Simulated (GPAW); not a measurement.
# As K ELNES/XANES of zinc-blende (GaAs)₁₋ₓ(AlAs)ₓ at x = 0.125 from DFT

Aim: the As K edge in zinc-blende (GaAs)₁₋ₓ(AlAs)ₓ at x = 0.125, one member of a composition series.

Method: X-ray absorption from dipole matrix elements to empty bands, plane-wave PAW LDA, in GPAW 26.7.0.

### Step 1. Starting point

The cell holds 16 atoms: 7 Ga, 8 As and 1 Al. Its edges and angles: a = 7.996 Å, b = 7.996 Å, c = 7.996 Å, α = 60.0°, β = 60.0°, γ = 60.0°. 16-atom zinc-blende cell, 1 of 8 Ga sites taken by Al at random, lattice constants typed for the ends and interpolated (Vegard).

### Step 2. Relaxation

Bond lengths around the absorber set the edge shape, so the atoms are relaxed before any spectrum.

relax.py reads:

```python
import numpy as np
from ase import Atoms
from ase.parallel import parprint, paropen
from gpaw import GPAW, PW, FermiDirac, Mixer, MixerDif, setup_paths
from ase.optimize import BFGS

atoms = Atoms('GaAsAlAsGaAsGaAsGaAsGaAsGaAsGaAs',
    cell=[[0, 5.654, 5.654],
     [5.654, 0, 5.654],
     [5.654, 5.654, 0]],
    scaled_positions=[[0.000702, 0.000078, 0.999085],
     [0.124931, 0.126037, 0.125643],
     [0.999968, 0.998095, 0.497218],
     [0.125308, 0.124767, 0.62453],
     [0.00081, 0.495465, 0.00056],
     [0.124898, 0.627557, 0.122452],
     [0.001341, 0.495159, 0.495845],
     [0.122701, 0.62567, 0.623153],
     [0.495086, 0.998174, 0.000598],
     [0.625433, 0.122659, 0.12477],
     [0.499364, 0.999235, 0.497915],
     [0.621507, 0.12621, 0.62353],
     [0.499076, 0.503424, 0.997192],
     [0.624301, 0.628352, 0.126994],
     [0.499224, 0.499216, 0.500028],
     [0.625367, 0.623356, 0.621304]],
    pbc=True)
atoms.calc = GPAW(legacy_gpaw=True, mode=PW(400, force_complex_dtype=True), xc='LDA', setups={},
    kpts={'size': (3, 3, 3), 'gamma': True}, occupations=FermiDirac(0.08),
    charge=0, mixer=Mixer(0.1, 5, 50), maxiter=150,
    convergence={'density': 0.0001, 'eigenstates': 1e-6}, txt='relax.txt')
steps = []
opt = BFGS(atoms, logfile='-')
opt.attach(lambda: steps.append([atoms.get_potential_energy(), float(np.linalg.norm(atoms.get_forces(), axis=1).max())]))
done = opt.run(fmax=0.05, steps=30)
out = dict(done=bool(done), steps=steps, frac=atoms.get_scaled_positions().tolist())
import json
with paropen('out.json', 'w') as f:
    json.dump(out, f)
```

The run is started by

```console
OMP_NUM_THREADS=1 mpirun -n 4 gpaw python relax.py
```

Numbers of over 12 decimals in the logs are rounded to 6 here.

What it wrote:

```text
Input parameters:
  convergence: {density: 0.0001,
                eigenstates: 1e-06}
  kpts: {gamma: True,
         size: (3, 3, 3)}
  maxiter: 150
  mixer: {backend: pulay,
          beta: 0.1,
          method: separate,
          nmaxold: 5,
          weight: 50}
  mode: {ecut: 400.0,
         force_complex_dtype: True,
         name: pw}
  occupations: {fixmagmom: False,
                name: fermi-dirac,
[...]
No difference between direct/indirect transitions

Forces in eV/Ang:
[...]
14 Ga   -0.01601    0.01429    0.01596
 15 As    0.01436    0.00185   -0.01332
Step     Time          Energy          fmax
BFGS:    0 02:10:19      -77.522659        0.500765
BFGS:    1 02:10:30      -77.544747        0.384786
BFGS:    2 02:10:43      -77.576168        0.070726
BFGS:    3 02:10:52      -77.576674        0.057186
BFGS:    4 02:10:59      -77.577111        0.037178
[key lines of the parts left out:]
Converged after 5 iterations.
Dipole moment: (-26.653352, -26.514299, -27.107778) |e|*Ang
Free energy:    -77.577111
Fermi level: 4.84155
```

The job ended after 69 s (4 MPI ranks of AMD EPYC 7B13 (Zen 3), shared host; peak memory 0.32 GiB).

In 4 steps the energy fell by 55 meV (energies extrapolated to zero smearing) and the largest force to 0.037 eV/Å. Atom 14 (As; the text counts from 1, the script from 0) is among those that moved most, by 0.03 Å.

### Step 3. The field without a hole

The ground state comes first: it tells whether the system has a gap, which decides how the excited electron is treated.

scf.py reads:

```python
import numpy as np
from ase import Atoms
from ase.parallel import parprint, paropen
from gpaw import GPAW, PW, FermiDirac, Mixer, MixerDif, setup_paths
from gpaw.test import gen
setup_paths.insert(0, '.')
gen('As', name='nch1s', xcname='LDA', corehole=(1, 0, 0), write_xml=True)
from gpaw.mpi import world
world.barrier()

atoms = Atoms('GaAsAlAsGaAsGaAsGaAsGaAsGaAsGaAs',
    cell=[[0, 5.654, 5.654],
     [5.654, 0, 5.654],
     [5.654, 5.654, 0]],
    scaled_positions=[[0.9993803, 0.001103, 0.9990915],
     [0.1235515, 0.1246104, 0.1258891],
     [0.9980782, 0.9989401, 0.5003416],
     [0.1247836, 0.1226396, 0.6239758],
     [0.0000781, 0.4998386, 0.9984921],
     [0.1256241, 0.6256683, 0.1220279],
     [0.0007706, 0.4977588, 0.4969955],
     [0.1227185, 0.6242968, 0.623594],
     [0.4984855, 0.0003631, 0.9986491],
     [0.6241997, 0.1256883, 0.122765],
     [0.4998534, 0.9990208, 0.4980101],
     [0.6238359, 0.1242576, 0.6238703],
     [0.5009665, 0.5009744, 0.9983586],
     [0.62487, 0.6250188, 0.1251995],
     [0.4973167, 0.4994009, 0.5005125],
     [0.6255046, 0.623915, 0.62304]],
    pbc=True)
atoms.calc = calc = GPAW(legacy_gpaw=True, mode=PW(400, force_complex_dtype=True), xc='LDA', setups={1: 'nch1s'},
    kpts={'size': (3, 3, 3), 'gamma': True}, occupations=FermiDirac(0.05),
    charge=0, mixer=Mixer(0.1, 5, 50), maxiter=150,
    convergence={'density': 0.0001, 'eigenstates': 1e-6}, txt='scf.txt')
energy = atoms.get_potential_energy() + calc.get_reference_energy()
ef = calc.get_fermi_level()
out = dict(energy=energy, fermi=ef, forces=atoms.get_forces().tolist())
parprint(f'all-electron energy {energy:.4f} eV, Fermi level {ef:.4f} eV')
ev = np.array([[calc.get_eigenvalues(k, s) for k in range(len(calc.get_ibz_k_points()))] for s in range(calc.get_number_of_spins())])
out['homo'], out['lumo'], out['counts'] = ev[ev < ef].max(), ev[ev > ef].min(), sorted(set((ev < ef).sum((0, 2)).tolist()))
out['filled'] = (ev[:, 0] < ef).sum(1).tolist()
import json
with paropen('out.json', 'w') as f:
    json.dump(out, f)
```

The run is started by

```console
OMP_NUM_THREADS=1 mpirun -n 4 gpaw python scf.py
```

What it wrote:

```text
Input parameters:
  convergence: {density: 0.0001,
                eigenstates: 1e-06}
  kpts: {gamma: True,
         size: (3, 3, 3)}
  maxiter: 150
  mixer: {backend: pulay,
          beta: 0.1,
          method: separate,
          nmaxold: 5,
          weight: 50}
  mode: {ecut: 400.0,
         force_complex_dtype: True,
         name: pw}
  occupations: {fixmagmom: False,
                name: fermi-dirac,
                width: 0.05}
  setups: {1: nch1s}

Initialize ...

[... PAW data sets ...]

Reference energy: -867594.076609  # eV

Spin-paired calculation

[... convergence settings ...]
Symmetries present (total): 1
  [... symmetry matrices ...]

27 k-points: 3 x 3 x 3 Monkhorst-Pack grid
14 k-points in the irreducible part of the Brillouin zone
       k-points in crystal coordinates                weights
   0:     0.00000000    0.00000000    0.00000000          1/27
   1:     0.00000000    0.00000000    0.33333333          2/27
   2:     0.00000000    0.33333333   -0.33333333          2/27
   3:     0.00000000    0.33333333    0.00000000          2/27
   4:     0.00000000    0.33333333    0.33333333          2/27
   5:     0.33333333   -0.33333333   -0.33333333          2/27
   6:     0.33333333   -0.33333333    0.00000000          2/27
   7:     0.33333333   -0.33333333    0.33333333          2/27
   8:     0.33333333    0.00000000   -0.33333333          2/27
   9:     0.33333333    0.00000000    0.00000000          2/27
          ...
  13:     0.33333333    0.33333333    0.33333333          2/27

Wave functions: Plane wave expansion
  Cutoff energy: 400.000 eV
  Number of coefficients (min, max): 6534, 6615
  Pulay-stress correction: 0.000000 eV/Ang^3 (de/decut=0.000000)
  Using FFTW library
  Wavefunction extrapolation:
    Improved wavefunction reuse through dual PAW basis

Occupation numbers: Fermi-Dirac:
  width: 0.0500  # eV

Eigensolver
   Davidson(niter=2)

Densities:
  Coarse grid: 40*40*40 grid
  Fine grid: 80*80*80 grid
  Total Charge: 0.000000

Density mixing:
  Method: separate
  Backend: pulay
  Linear mixing parameter: 0.1
  old densities: 5
  Width of damping distribution: 1.1
  Damping of long wavelength oscillations: 50

[... Hamiltonian set-up ...]
Number of atoms: 16
Number of atomic orbitals: 64
Number of bands in calculation: 43
Number of valence electrons: 64
Bands to converge: occupied

... initialized

Initializing position-dependent things.

Density initialized from atomic densities
Creating initial wave functions:
  43 bands from LCAO basis set

                             Al

                        Ga Ga
                         As  Ga
                As
                    Ga
                  As
                      Ga
         As            As
                           Ga
              As
                AsGa

       As

Atomic positions and initial magnetic moments

Positions:
   0 Ga     5.655100   11.299360    5.656733    ( 0.0000,  0.0000,  0.0000)
   1 As     1.416324    1.410337    1.403107    ( 0.0000,  0.0000,  0.0000)
   2 Al     8.476939    8.472066   11.291141    ( 0.0000,  0.0000,  0.0000)
   3 As     4.221363    4.233486    1.398931    ( 0.0000,  0.0000,  0.0000)
   4 Ga     8.471562    5.645916    2.826529    ( 0.0000,  0.0000,  0.0000)
   5 As     4.227474    1.400224    4.247807    ( 0.0000,  0.0000,  0.0000)
   6 Ga     5.624341    2.814370    2.818685    ( 0.0000,  0.0000,  0.0000)
[...]
13 As     4.241734    4.240893    7.066871    ( 0.0000,  0.0000,  0.0000)
  14 Ga     5.653510    5.641726    5.635441    ( 0.0000,  0.0000,  0.0000)
  15 As     7.050284    7.059271    7.064218    ( 0.0000,  0.0000,  0.0000)

Unit cell:
           periodic     x           y           z      points  spacing
  1. axis:    yes    0.000000    5.654000    5.654000    40     0.1632
  2. axis:    yes    5.654000    0.000000    5.654000    40     0.1632
  3. axis:    yes    5.654000    5.654000    0.000000    40     0.1632

  Lengths:   7.995963   7.995963   7.995963
  Angles:   60.000000  60.000000  60.000000

Effective grid spacing dv^(1/3) = 0.1781

iter:   1   -78.779366
iter:   2   -78.418627   -2.32  -0.86
iter:   3   -77.697411   -1.62  -0.91
iter:   4   -77.632400   -3.27  -1.41
iter:   5   -77.612358   -2.44  -1.51
iter:   6   -77.599273   -2.85  -1.87
iter:   7   -77.586793c  -4.49  -1.93
iter:   8   -77.576496c  -3.59  -2.08
iter:   9   -77.578905c  -4.26  -2.69
iter:  10   -77.575995c  -4.24  -2.40
iter:  11   -77.575995c  -5.76  -3.57
iter:  12   -77.575995c  -6.23c -3.65
iter:  13   -77.575988c  -6.45c -3.52
iter:  14   -77.575986c  -7.72c -3.93
iter:  15   -77.575986c  -7.78c -4.23c

Converged after 15 iterations.

Dipole moment: (-26.650363, -26.511958, -27.104717) |e|*Ang

Energy contributions relative to reference atoms: (reference = -867594.076609)

Kinetic:       +203.758605
Potential:     -181.622345
External:        +0.000000
XC:             -99.855825
Entropy (-ST):   -0.000551
Local:           +0.143854
SIC:             +0.000000
--------------------------
Free energy:    -77.576262
Extrapolated:   -77.575986

Showing only first 2 kpts
 Kpt  Band  Eigenvalues  Occupancy
  0    30      4.54752    1.99167
  0    31      4.55122    1.99103
  0    32      5.03981    0.02501
  0    33      5.46434    0.00001

  1    30      4.18301    1.99999
  1    31      4.18997    1.99999
  1    32      5.76598    0.00000
  1    33      6.19292    0.00000

Fermi level: 4.82136

Gap: 0.489 eV
Transition (v -> c):
  (s=0, k=0, n=31, [0.00, 0.00, 0.00]) -> (s=0, k=0, n=32, [0.00, 0.00, 0.00])
No difference between direct/indirect transitions

Forces in eV/Ang:
  0 Ga   -0.02619   -0.01363   -0.02198
  1 As    0.01164   -0.00012    0.01306
  2 Al   -0.02135    0.00148   -0.00303
  3 As    0.01501   -0.01356    0.01503
  4 Ga   -0.01079   -0.00100   -0.01691
  5 As    0.00660    0.01914    0.00434
  6 Ga    0.01334    0.00747   -0.00906
[...]
13 As   -0.00676   -0.02571   -0.00402
 14 Ga   -0.01622    0.01401    0.01624
 15 As    0.01479    0.00278   -0.01394
Scalar-relativistic atomic LDA calculation for As (Arsenic, Z=33)
Core hole in 1s state (1s occupation: 2.0)
600 radial gridpoints.
|------------------------------------------------|
|------------------------------------------------|
[... the atom generator's iteration count ...]

Energy contributions:
-------------------------
Kinetic:    +2298.810624
XC:           -80.495842
Potential:  -4475.454781
-------------------------
Total:      -2257.139999

state      eigenvalue         ekin         rmax
-----------------------------------------------
1s^2.0 :  -429.649646   549.714764        0.030
2s^2.0 :   -54.524652   106.313752        0.170
2p^6.0 :   -47.885737   103.662753        0.136
3s^2.0 :    -6.960589    24.669262        0.522
3p^6.0 :    -4.903404    22.221985        0.521
3d^10.0:    -1.502997    17.049353        0.475
4s^2.0 :    -0.539904     3.098002        1.606
4p^3.0 :    -0.196323     1.805704        1.971
-----------------------------------------------
(units: Bohr and Hartree)

Generating PAW setup
Kinetic energy of the core from tauc = 2313.918695
Cutoffs:
rc(s)=2.000
rc(p)=2.000
rc(d)=2.000
rc(vbar)=1.800
rc(comp)=2.000
rc(nct)=2.000

Kinetic energy of the core states: 2287.197508
Charge: 0.0
Core electrons: 28.0
Valence electrons: 5.0
Pseudo-core charge: 1.220635
Shape function alpha=2.500
Pseudo-electron charge 6.693983
state    eigenvalue         norm
--------------------------------
4s(2) :    -0.539904     1.201804
*s    :     0.460096
4p(3) :    -0.196323     1.023247
*p    :     0.803677
*d    :     0.000000
--------------------------------

Diagonalizing with gridspacing h=0.050

state   all-electron     PAW
-------------------------------
4s:      -0.539904    -0.540221
4p:      -0.196323    -0.196570
*d:                    0.036990
*f:                    0.071517
-------------------------------
all-electron energy -867671.6526 eV, Fermi level 4.8214 eV
```

Wall time 28 s (4 MPI ranks); peak memory 0.32 GiB.

The mesh shows a gap of 0.49 eV. The excited electron is kept all the same, so that all members of the series, with or without a gap, are treated alike.

### Step 4. Reference energy of the cell

The photon energy needs a difference of total energies, so the cell and mesh of the coming hole run are first run without a hole.

scf.py: that of step 3 with these lines changed.

```diff
@@ -32,3 +32,3 @@
 atoms.calc = calc = GPAW(legacy_gpaw=True, mode=PW(400, force_complex_dtype=True), xc='LDA', setups={1: 'nch1s'},
-    kpts={'size': (3, 3, 3), 'gamma': True}, occupations=FermiDirac(0.05),
+    kpts={'size': (3, 3, 3), 'gamma': True}, occupations=FermiDirac(0.02),
     charge=0, mixer=Mixer(0.1, 5, 50), maxiter=150,
```

What it wrote:

```text
Input parameters:
  convergence: {density: 0.0001,
                eigenstates: 1e-06}
  kpts: {gamma: True,
         size: (3, 3, 3)}
  maxiter: 150
  mixer: {backend: pulay,
          beta: 0.1,
          method: separate,
          nmaxold: 5,
          weight: 50}
  mode: {ecut: 400.0,
         force_complex_dtype: True,
         name: pw}
  occupations: {fixmagmom: False,
                name: fermi-dirac,
[...]
4s(2) :    -0.539904     1.201804
*s    :     0.460096
4p(3) :    -0.196323     1.023247
*p    :     0.803677
*d    :     0.000000
--------------------------------

Diagonalizing with gridspacing h=0.050

state   all-electron     PAW
-------------------------------
4s:      -0.539904    -0.540221
4p:      -0.196323    -0.196570
*d:                    0.036990
*f:                    0.071517
-------------------------------
all-electron energy -867671.6528 eV, Fermi level 4.8047 eV
[key lines of the parts left out:]
Converged after 15 iterations.
Dipole moment: (-26.650098, -26.511687, -27.104332) |e|*Ang
Free energy:    -77.576169
Fermi level: 4.80466
```

Wall time 29 s (4 MPI ranks); peak memory 0.32 GiB.

Reference energy: -867671.653 eV with the cores included.

(Part 1 of 3 ends here.)

[Banner, clock and machine lines of the logs are left out without a mark of their own.]

[Logs are printed without paths, hosts, clocks, repeated set-up lines and the standing remarks that a program may print on its own settings, such as how far it seeks lower states.]

[Hosts, paths, dates, database ids (printed as entryN), source tags and the programs' standing remarks are cut or masked in the printed files.]

[Lists of maxima count a maximum above −3 eV only where it reaches 4 % of the highest in the window and stands out from its surroundings by 2 % of it (1.5 % where it reaches 55 %); shoulders and weaker maxima are passed over, and of the rest the first, up to two pre-edge ones and the few strongest are named.]
